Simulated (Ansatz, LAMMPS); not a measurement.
# Convergence of a linear-scaling basis for Zn2+ triflate in diglyme at 330 K (103 atoms)

Wanted: errors and times of a linear-scaling basis for Zn2+ triflate in diglyme at 330 K (103 atoms). A setting counts as converged where the r.m.s. difference of forces stays under 1 % of the r.m.s. force.

Program: Ansatz 0.2.0. Level of theory: Kohn-Sham DFT, PBE+D3(BJ), PAW (set soft_2), plane waves. Values are calculated unless marked as measured.

**1. Set-up**

The cell holds 103 atoms: 22 C, 21 O, 42 H, 4 S, 12 F and 2 Zn. Its edges and angles: a = 10.740 Å, b = 10.740 Å, c = 10.740 Å, α = 90.0°, β = 90.0°, γ = 90.0°. 3 diglyme, 2 Zn2+, 4 triflate placed at random, at 1.51 g/cm³; overlaps pushed apart, then 10 ps at 550 K with divalent ions of Li, Roberts, Chakravorty and Merz (J. Chem. Theory Comput. 9, 2733 (2013)); MMFF94 bonds, angles, torsions, charges and radii (Halgren, J. Comput. Chem. 17, 490 (1996)) in harmonic and 12-6 forms; charges of ions scaled by 0.8. Snapshot after 30 ps at 330 K and fixed volume.

Before any run, some limits are plain. The network of contacts between molecules at the start is that of the classical potential that made the cell, and needn't be the one that DFT or experiment would give. The density was typed from a rule of thumb and may lie off the real one at this temperature. Sampling is at Γ alone, for a cell whose shortest periodic width is 11 Å.

**2. Making the structure**

A classical potential supplies the starting structure, since it reaches far longer times than DFT.

This step: classical MD, divalent ions of Li, Roberts, Chakravorty and Merz (J. Chem. Theory Comput. 9, 2733 (2013)); MMFF94 bonds, angles, torsions, charges and radii (Halgren, J. Comput. Chem. 17, 490 (1996)) in harmonic and 12-6 forms; charges of ions scaled by 0.8 (LAMMPS 22 Jul 2025 - Update 4).

in.lmp reads:

```
# Zn2+ triflate in diglyme
units real
atom_style full
boundary p p p
bond_style harmonic
angle_style harmonic
dihedral_style opls
improper_style harmonic
special_bonds lj 0 0 0.5 coul 0 0 0.75
read_data data.lmp
neigh_modify delay 0 every 1 check yes one 4000
comm_modify cutoff 12.0
timestep 0.5
thermo_style custom step time temp pe press density
thermo_modify norm yes
# push overlapping molecules apart
pair_style soft 2.6
pair_coeff * * 0.0
variable a equal ramp(1,60)
fix ad all adapt 1 pair soft a * * v_a
velocity all create 550 735717 mom yes dist gaussian
fix lim all nve/limit 0.03
fix lan all langevin 550 550 50 735718 zero yes
thermo 1000
run 3000 post no
unfix ad
pair_style lj/cut/coul/long 9.0
pair_modify mix arithmetic tail yes
pair_coeff 1 1 0.0678 3.3680   # C
pair_coeff 2 2 0.0763 3.0430   # O
pair_coeff 3 3 0.0216 2.5400   # H
pair_coeff 4 4 0.0763 3.0960   # O
pair_coeff 5 5 0.2681 3.4180   # S
pair_coeff 6 6 0.0801 2.5590   # F
# [... 19 lines left out ...]
compute msd all msd com yes
thermo 7500
fix md all nvt temp 330 330 100
run 30000 post no
print "== T330: mean square displacement over the hold $(c_msd[4]:%.2f) A^2"
unfix md
uncompute msd
write_dump all custom T330.dump id type xs ys zs modify sort id
```

Started as:

```sh
$ lmp -in in.lmp -log none -nocite
```

Standard output:

```text
LAMMPS (22 Jul 2025 - Update 4)
Reading data file ...
  orthogonal box = (0 0 0) to (10.74009 10.74009 10.74009)
  103 atoms
  orthogonal box = (0 0 0) to (10.74009 10.74009 10.74009)
  94 bonds
  165 angles
  144 dihedrals
WARNING: Bond/angle/dihedral extent > half of periodic box length
   Step          Time           Temp          PotEng         Press         Density
         0   0              550            0.98948607    -17606.848      1.5140007
      1000   500            514.32898      2.2677554      30234.037      1.5140007
      2000   1000           463.49235      2.3728251      25750.066      1.5140007
[... 46 lines left out ...]
Loop time of 3.51375 s on 1 MPI rank(s) for 5000 steps with 103 atoms
WARNING: Bond/angle/dihedral extent > half of periodic box length
   Step          Time           Temp          PotEng         Press         Density
[... 2 lines left out ...]
     30000   29000          342.11298     -0.98335492     581.98714      1.5140007
     37500   36500          354.84902     -1.087142       585.81226      1.5140007
     45000   44000          345.44745     -1.049985       1360.3283      1.5140007
     47000   46000          338.07646     -1.1815225     -15.574345      1.5140007
WARNING: Bond/angle/dihedral extent > half of periodic box length
Loop time of 18.8328 s on 1 MPI rank(s) for 30000 steps with 103 atoms
== T330: mean square displacement over the hold 2.01 A^2
```

It took 29 s on 1 thread of Intel Xeon Platinum 8488C (Sapphire Rapids), shared host; peak memory 0.12 GiB.

The input also reads data.lmp (atoms, bonds and types; not printed here).

**3. Plane-wave single point**

The first run uses the default basis; a harder plane-wave run follows as the reference for the support functions.

input.yaml reads:

```yaml
crystal:
  lattice:
    - [10.74009, 0.0, 0.0]
    - [0.0, 10.74009, 0.0]
    - [0.0, 0.0, 10.74009]
  atoms:
    - { symbol: C, position: [0.22923, 0.81164, 0.01041] }
    - { symbol: O, position: [0.17346, 0.69163, 0.98444] }
    - { symbol: C, position: [0.06132, 0.6857, 0.05632] }
    - { symbol: C, position: [0.99247, 0.56405, 0.01777] }
    - { symbol: O, position: [0.03748, 0.52396, 0.89976] }
    - { symbol: C, position: [0.96464, 0.58585, 0.80387] }
    - { symbol: C, position: [0.00796, 0.71505, 0.76808] }
    - { symbol: O, position: [0.13856, 0.71842, 0.76101] }
    - { symbol: C, position: [0.18399, 0.8225, 0.68268] }
    - { symbol: H, position: [0.17318, 0.88933, 0.9795] }
    - { symbol: H, position: [0.31618, 0.82044, 0.94741] }
    - { symbol: H, position: [0.25886, 0.81419, 0.10554] }
    - { symbol: H, position: [0.00628, 0.77348, 0.05225] }
    - { symbol: H, position: [0.0934, 0.66778, 0.14732] }
    - { symbol: H, position: [0.00798, 0.48719, 0.07745] }
    - { symbol: H, position: [0.88749, 0.57588, 0.01513] }
    - { symbol: H, position: [0.98222, 0.52786, 0.71965] }
    - { symbol: H, position: [0.86402, 0.57536, 0.82026] }
    - { symbol: H, position: [0.96782, 0.74044, 0.67646] }
    - { symbol: H, position: [0.98182, 0.78577, 0.83478] }
    - { symbol: H, position: [0.28375, 0.82703, 0.67809] }
    - { symbol: H, position: [0.14688, 0.80678, 0.5864] }
    - { symbol: H, position: [0.15254, 0.90963, 0.72059] }
    - { symbol: C, position: [0.1295, 0.12444, 0.41844] }
    - { symbol: O, position: [0.01015, 0.17735, 0.44362] }
    - { symbol: C, position: [0.90782, 0.10167, 0.39767] }
    - { symbol: C, position: [0.79082, 0.1759, 0.40403] }
    - { symbol: O, position: [0.80307, 0.2331, 0.52285] }
    - { symbol: C, position: [0.6898, 0.26672, 0.58424] }
    - { symbol: C, position: [0.59372, 0.15832, 0.58445] }
    - { symbol: O, position: [0.52382, 0.15577, 0.47711] }
    - { symbol: C, position: [0.4456, 0.04574, 0.46915] }
    - { symbol: H, position: [0.12758, 0.03297, 0.46506] }
    - { symbol: H, position: [0.2067, 0.16814, 0.46838] }
    - { symbol: H, position: [0.14584, 0.11171, 0.31185] }
    - { symbol: H, position: [0.93266, 0.05996, 0.3081] }
    - { symbol: H, position: [0.90548, 0.02868, 0.46326] }
    - { symbol: H, position: [0.708, 0.10988, 0.40176] }
    - { symbol: H, position: [0.77947, 0.24164, 0.32975] }
    - { symbol: H, position: [0.65048, 0.34902, 0.53504] }
    - { symbol: H, position: [0.70816, 0.29598, 0.6853] }
    - { symbol: H, position: [0.53735, 0.15484, 0.66805] }
    - { symbol: H, position: [0.64895, 0.07396, 0.5868] }
    - { symbol: H, position: [0.49842, 0.95974, 0.45997] }
    - { symbol: H, position: [0.39761, 0.02497, 0.55127] }
    - { symbol: H, position: [0.38382, 0.05811, 0.39944] }
    - { symbol: C, position: [0.55999, 0.9864, 0.10181] }
    - { symbol: O, position: [0.47357, 0.91989, 0.17815] }
    - { symbol: C, position: [0.53125, 0.81975, 0.24229] }
    - { symbol: C, position: [0.52898, 0.70156, 0.16168] }
    - { symbol: O, position: [0.40748, 0.64425, 0.15278] }
    - { symbol: C, position: [0.42397, 0.5098, 0.14734] }
    - { symbol: C, position: [0.30351, 0.44831, 0.10945] }
    - { symbol: O, position: [0.284, 0.44402, 0.97485] }
    - { symbol: C, position: [0.3531, 0.34235, 0.92295] }
    - { symbol: H, position: [0.63627, 0.93432, 0.06861] }
    - { symbol: H, position: [0.5084, 0.03557, 0.02568] }
    - { symbol: H, position: [0.59606, 0.06031, 0.16117] }
    - { symbol: H, position: [0.48124, 0.80791, 0.33028] }
    - { symbol: H, position: [0.63232, 0.84182, 0.25614] }
    - { symbol: H, position: [0.55876, 0.72628, 0.06244] }
    - { symbol: H, position: [0.59825, 0.63987, 0.20251] }
    - { symbol: H, position: [0.498, 0.49076, 0.07366] }
    - { symbol: H, position: [0.4415, 0.47338, 0.241] }
    - { symbol: H, position: [0.29723, 0.35618, 0.15346] }
    - { symbol: H, position: [0.23048, 0.50601, 0.15195] }
    - { symbol: H, position: [0.28894, 0.29368, 0.85779] }
    - { symbol: H, position: [0.3892, 0.27751, 0.99353] }
    - { symbol: H, position: [0.43183, 0.38471, 0.87314] }
    - { symbol: O, position: [0.57401, 0.58102, 0.89064] }
    - { symbol: S, position: [0.50438, 0.62265, 0.78163] }
    - { symbol: O, position: [0.51231, 0.5451, 0.66964] }
    - { symbol: O, position: [0.3762, 0.64083, 0.80997] }
    - { symbol: C, position: [0.56831, 0.77994, 0.73638] }
    - { symbol: F, position: [0.54338, 0.80784, 0.61538] }
    - { symbol: F, position: [0.51181, 0.86971, 0.80831] }
    - { symbol: F, position: [0.68866, 0.78978, 0.74889] }
    - { symbol: O, position: [0.882, 0.55997, 0.26971] }
    [... 19 atom lines left out ...]
    - { symbol: C, position: [0.3031, 0.48717, 0.48281] }
    - { symbol: F, position: [0.23724, 0.48226, 0.37125] }
    - { symbol: F, position: [0.32502, 0.6123, 0.50658] }
    - { symbol: F, position: [0.41814, 0.43754, 0.45636] }
    - { symbol: Zn, position: [0.95126, 0.29625, 0.55214] }
    - { symbol: Zn, position: [0.23146, 0.57773, 0.87021] }
kpoints:
  mp_grid: { grid: [1, 1, 1] }
hamiltonian:
  xc: pbe
  dispersion: d3bj
scf:
  occupations: { method: gaussian, width: 0.025 }
output:
  forces: true
  stress: true
  populations: true
  dos:
    method: { smearing: { sigma: 0.15 } }
    de: 0.1
    projected: { site_lists: { C: [C], F: [F], H: [H], O: [O], S: [S] } }
  eigenvalues: true
  write_density: true
  write_potential: true
  volumetric_format: npy
  elf: true
```

Started as:

```sh
$ ansatz run input.yaml --threads 8 --pin off --max-ram 15872MiB --backend cpu --events-out ev --progress --plain --runs-dir out
```

Standard output:

```text
Engine: ansatz 0.2.0, x86_64-unknown-linux-gnu
Pseudopotentials: kind: paw
Pseudopotential: C, paw, valence charge 4, recommended cutoff 420 eV (normal), C.paw.azcp
Pseudopotential: O, paw, valence charge 6, recommended cutoff 420 eV (normal), O.paw.azcp
Pseudopotential: H, paw, valence charge 1, recommended cutoff 420 eV (normal), H.paw.azcp
Pseudopotential: S, paw, valence charge 6, recommended cutoff 420 eV (normal), S.paw.azcp
Pseudopotential: F, paw, valence charge 7, recommended cutoff 420 eV (normal), F.paw.azcp
Pseudopotential: Zn, paw, valence charge 12, recommended cutoff 420 eV (normal), Zn.paw.azcp
[... 5 lines on functional and potentials left out ...]
Crystal: 103 atoms, lattice volume = 1238.864 Å³
Basis set: ecut = 420 eV, 24207 PW (Γ), exchange–correlation on 144×144×144 points (8 copies of the dense FFT grid, shifted against one another)
Bands: 297, of which v1, the nominal top of the filled ones, is band 194 counted from 1 (193 counted from 0)
Symmetry: 1 space group operations
Space group: P1 (ITA 1), of the structure as read, at distance tolerance 1.1e-4 Å
k-points: 1
[... 13 lines on functional and potentials left out ...]
Initial density: superposition of atomic densities (neutral atoms: chi_scale 0, normalization atom), corrected by the library's trained network
Initial wavefunctions: pseudopotential atomic-orbital guess
Functional: x = pbe(κ = 0.804, μ = 0.219515), c = pbe(β = 0.066725)
SCF iter   1: F=—  HF=-38033.232182 eV  |F-HF|=—  |Δ(HF+E_count)|=         —  Δρ=5.65e-3  dr2=6.01e-1  ethr=1.77e-3  ⟨swp⟩=6.0  Hψ=1392  notcnv=0  defer=18
preconditioner: auto → Resta (q_TF=auto, 2.248 Å⁻¹)  ε∞=2.6  [insulator: Δε(μ)=4.844 eV  Ē_g=16.327 eV  σ=0.025 eV  W_gap=1.00  n_scr=250 (ndim 8)  ℏωp=20.4 eV  f_vac=0.326  D(μ)=0.00/eV (n_scr^D=0)  ε∞_Penn≈2.6]
SCF iter   2: F=—  HF=-38033.082208 eV  |F-HF|=—  |Δ(HF+E_count)|=   1.50e-1  Δρ=3.06e-3  dr2=1.34e-1  ethr=1.55e-4  ⟨swp⟩=2.0  Hψ=379  notcnv=0  defer=96
SCF iter   3: F=—  HF=-38033.072119 eV  |F-HF|=—  |Δ(HF+E_count)|=   1.01e-2  Δρ=1.55e-3  dr2=4.40e-2  ethr=3.46e-5  ⟨swp⟩=4.0  Hψ=392  notcnv=0  defer=96
SCF iter   4: F=—  HF=-38033.062779 eV  |F-HF|=—  |Δ(HF+E_count)|=   9.34e-3  Δρ=5.20e-4  dr2=5.14e-3  ethr=1.14e-5  ⟨swp⟩=3.0  Hψ=381  notcnv=0  defer=96
SCF iter   5: F=—  HF=-38033.061837 eV  |F-HF|=—  |Δ(HF+E_count)|=   9.42e-4  Δρ=3.38e-4  dr2=1.33e-3  ethr=1.32e-6  ⟨swp⟩=3.0  Hψ=533  notcnv=0  defer=94
SCF iter   6: F=—  HF=-38033.061539 eV  |F-HF|=—  |Δ(HF+E_count)|=   2.98e-4  Δρ=1.19e-4  dr2=1.70e-4  ethr=3.42e-7  ⟨swp⟩=2.0  Hψ=391  notcnv=0  defer=94
SCF iter   7: F=—  HF=-38033.061522 eV  |F-HF|=—  |Δ(HF+E_count)|=   1.75e-5  Δρ=4.28e-5  dr2=2.19e-5  ethr=4.37e-8  ⟨swp⟩=2.0  Hψ=372  notcnv=0  defer=94
SCF iter   8: F=—  HF=-38033.063573 eV  |F-HF|=—  |Δ(HF+E_count)|=   2.05e-3  Δρ=2.26e-5  dr2=5.54e-6  ethr=5.63e-9  ⟨swp⟩=2.0  Hψ=388  notcnv=0  defer=94
SCF iter   9: F=—  HF=-38033.063572 eV  |F-HF|=—  |Δ(HF+E_count)|=   1.23e-6  Δρ=6.43e-6  dr2=6.40e-7  ethr=1.43e-9  ⟨swp⟩=2.0  Hψ=369  notcnv=0  defer=94
SCF iter  10: F=—  HF=-38033.063572 eV  |F-HF|=—  |Δ(HF+E_count)|=   3.16e-8  Δρ=3.68e-6  dr2=1.62e-7  ethr=1.65e-10  ⟨swp⟩=2.0  Hψ=395  notcnv=0  defer=94
SCF iter  11: F=-38033.063572 eV  HF=-38033.063572 eV  |F-HF|=1.78e-8  |Δ(HF+E_count)|=   4.12e-8  Δρ=1.29e-6  dr2=2.31e-8  ethr=2.58e-11  ⟨swp⟩=18.0  Hψ=2511  notcnv=0
SCF 1 converged in 11 iterations: F = -38033.063572 eV  dr2 = 2.31e-8
  greatest PAW one-centre occupation: 0.992 electrons in one spin orbital (limit 2), on the Zn atom at site 102 (counted from 0), in its partial waves of l = 2
WARN: The input density's exchange-correlation potential varies sharply where the density is thin. Do not read a vacuum level from v_tot or v_xc, or from such a field of the output density. On a cell that repeats whose density bears no net charge and no dipole along the vacuum's axis use v_es (v_loc + v_h of the components); [...]
SCF converged after 11 iterations
Free energy (F): -38033.063572 eV
Harris-Foulkes:  -38033.063572 eV  (|F-HF|=1.78e-8)
Internal energy: -38033.063572 eV  (E = F + TS)
E sigma→0 (E₀):  -38033.063572 eV
Fermi energy:    2.366764 eV
--- Per-component energies (eV) ---
  E_band       = -3351.541321
  E_kinetic    = 9491.582309
  E_local      = -49575.126989  (includes V_loc(G=0)·N_el)
  E_nonlocal   = 3906.341100
  E_hartree    = 20415.982425
  E_xc         = -4594.688709
  E_vxc        = -5442.743458  (∫ρ·V_xc dr)
  E_paw        = -14011.139433  (= ΣΔE_a)
  E_vpaw       = -2563.576780  (= ΣTr[D̂ρ^β])
  E_aug_tail   = 0.017659  (compensation charges beyond the density's cutoff)
  E_ewald      = -3660.230438
  E_disp       = -5.801495  (pairwise vdW)
  E_smearing   = -0.000000  (= −TS)
  E_closure    = -0.000000  (closes the sum)
  Σ components = -38033.063572   (vs F -38033.063572, Δ=0.00e0)
--- Forces (eV/Å), atoms counted from 1 ---
  atom   1  C      2.43310001    -0.32741777    -2.19627559
  atom   2  O     -0.85520142     3.00880063     2.34503001
  atom   3  C     -0.67117226    -1.25123476    -0.30138551
  atom   4  C     -1.14098935     1.08766919    -0.53515499
  atom   5  O     -1.53258543     0.59291757    -0.64951906
  atom   6  C      0.60301963    -1.49766850    -1.93737085
  atom   7  C     -0.46408778     0.53458560    -0.05355969
  atom   8  O      1.14099980     1.11012515    -1.81075548
  atom   9  C     -1.19863547    -1.22772200    -0.53397438
  atom  10  H     -0.86256218     0.17784849     0.15787209
  atom  11  H     -1.14409574    -0.42274761     1.12875974
  atom  12  H      0.11228887     0.23134203     0.75482526
  atom  13  H      0.28892396    -0.48773752    -0.27143772
  atom  14  H      0.05265818     0.30303042     1.84988188
[...]
atom 102  Zn     0.83707041     2.11502334     0.13495842
  atom 103  Zn    -1.19185427    -0.62520628    -0.64813864
  max |Σ_I F_I| component: 9.93e-5 eV/Å
--- Stress (GPa, compression-positive) ---
        4.258112      -0.735693       0.025506
       -0.735694       2.394571       0.080618
        0.025506       0.080618       2.987067
  P = ⅓ Tr σ = 3.2132 GPa (32.132 kbar)
--- Band table (eV) ---
  k-point 0: bands = ["-28.1219", "-27.7622", "-27.4843", "-26.9201", [... 281 levels ...], "10.5343", "10.5956", "10.6603", "10.7326", "10.7947", "10.8651", "10.8695", "10.9261", "10.9714", "11.0792", "11.0975", "11.1254"]
--- Löwdin populations: 103 sites ---
  site symbol       q [e]
     0      C      4.2401
     1      O      6.3909
     2      C      4.0963
[...]
102     Zn     10.4368
  spilling = 0.014161 (of n_electrons = 388.000000)
```

Wall time 14 s (8 threads of Intel Xeon Platinum 8488C (Sapphire Rapids), shared host); peak memory 1.5 GiB; 69 s of CPU time.

The program notes that the exchange-correlation potential is rough where the density is thin.

Read from the output:

```
free energy                                      : -38033.0636 eV
free energy per atom                             : -369.2530 eV/atom
SCF cycles                                       : 11
pressure                                         : 3.213 GPa
r.m.s. force component                           : 1.103 eV/Å
longest force                                    : 4.77 eV/Å
Fermi energy                                     : 2.367 eV
gap (highest filled to lowest empty level) : 4.342 eV
spilling of the projection                       : 0.01416
```

The r.m.s. force component of 1.1 eV/Å and the pressure of 3.2 GPa set the scale for the differences below.

**4. Plane waves at 750 eV (750 eV)**

The grid of the support functions holds more waves than the default cutoff, so they are judged against a harder plane-wave run.

input.yaml, the sections that differ from step 3:

```yaml
output:
  forces: true
  eigenvalues: true
basis:
  ecutwfc: "750 eV"
# crystal, kpoints, hamiltonian, scf: as in step 3
```

Standard output:

```text
[...]
Crystal: 103 atoms, lattice volume = 1238.864 Å³
Basis set: ecut = 750 eV, 57747 PW (Γ), exchange–correlation on 192×192×192 points (8 copies of the dense FFT grid, shifted against one another)
Bands: 297, of which v1, the nominal top of the filled ones, is band 194 counted from 1 (193 counted from 0)
Symmetry: 1 space group operations
[...]
k-points: 1
[...]
SCF iter   1: F=—  HF=-38033.685732 eV  |F-HF|=—  |Δ(HF+E_count)|=         —  Δρ=5.74e-3  dr2=6.07e-1  ethr=1.77e-3  ⟨swp⟩=6.0  Hψ=1538  notcnv=0  defer=19
[...]
SCF iter   3: F=—  HF=-38033.521817 eV  |F-HF|=—  |Δ(HF+E_count)|=   1.02e-2  Δρ=1.51e-3  dr2=4.15e-2  ethr=3.41e-5  ⟨swp⟩=4.0  Hψ=386  notcnv=0  defer=24
automatic band count: iteration 3 solves 225 bands in place of 297: the levels show a gap, and the empty bands left out lie too high to hold charge; the band table lists the bands solved (type scf.n_extra_bands for more)
SCF iter   4: F=—  HF=-38033.513364 eV  |F-HF|=—  |Δ(HF+E_count)|=   8.45e-3  Δρ=5.77e-4  dr2=5.90e-3  ethr=1.07e-5  ⟨swp⟩=3.0  Hψ=382  notcnv=0  defer=24
SCF iter   5: F=—  HF=-38033.512112 eV  |F-HF|=—  |Δ(HF+E_count)|=   1.25e-3  Δρ=3.08e-4  dr2=1.13e-3  ethr=1.52e-6  ⟨swp⟩=4.0  Hψ=452  notcnv=0  defer=22
[...]
SCF iter  10: F=—  HF=-38033.513269 eV  |F-HF|=—  |Δ(HF+E_count)|=   3.00e-9  Δρ=3.64e-6  dr2=1.43e-7  ethr=2.58e-11  ⟨swp⟩=16.0  Hψ=1271  notcnv=0
SCF iter  11: F=-38033.513269 eV  HF=-38033.513269 eV  |F-HF|=1.78e-8  |Δ(HF+E_count)|=   3.29e-8  Δρ=1.38e-6  dr2=2.44e-8  ethr=2.58e-11  ⟨swp⟩=6.0  Hψ=988  notcnv=0
SCF 1 converged in 11 iterations: F = -38033.513269 eV  dr2 = 2.44e-8
[...]
SCF converged after 11 iterations
Free energy (F): -38033.513269 eV
[...]
Internal energy: -38033.513269 eV  (E = F + TS)
E sigma→0 (E₀):  -38033.513269 eV
Fermi energy:    2.366069 eV
[...]
Σ components = -38033.513269   (vs F -38033.513269, Δ=0.00e0)
--- Forces (eV/Å), atoms counted from 1 ---
  atom   1  C      2.43700993    -0.32010102    -2.19506947
  atom   2  O     -0.85603128     3.00887493     2.34766606
  atom   3  C     -0.67000580    -1.24348707    -0.29267733
  atom   4  C     -1.14820267     1.07829895    -0.53106718
[...]
atom 103  Zn    -1.19461327    -0.62292815    -0.64971383
  max |Σ_I F_I| component: 7.84e-5 eV/Å
--- Band table (eV) ---
[...]
```

Elapsed: 9.9 s, on 8 threads; peak memory 3 GiB; 66 s of CPU time.

Forces differ from the reference by 4.9 meV/Å r.m.s., 0.45 % of their size, within a tolerance of 1 %; the energy by -4.4 meV/atom.

(Part 1 of 4 ends here.)

[Long decimals in the printed logs are rounded to 6 places.]

[Logs are printed without paths, hosts, clocks, repeated set-up lines and the standing remarks that a program may print on its own settings, such as how far it seeks lower states.]

[Hosts, paths, dates, database ids (printed as entryN), source tags and the programs' standing remarks are cut or masked in the printed files.]

[The MMFF94 radii named for the starting cell were scaled by 0.96; in molecules described by MMFF94, hydrogen bound to N, O or S took a small fixed 12-6 site in their place.]
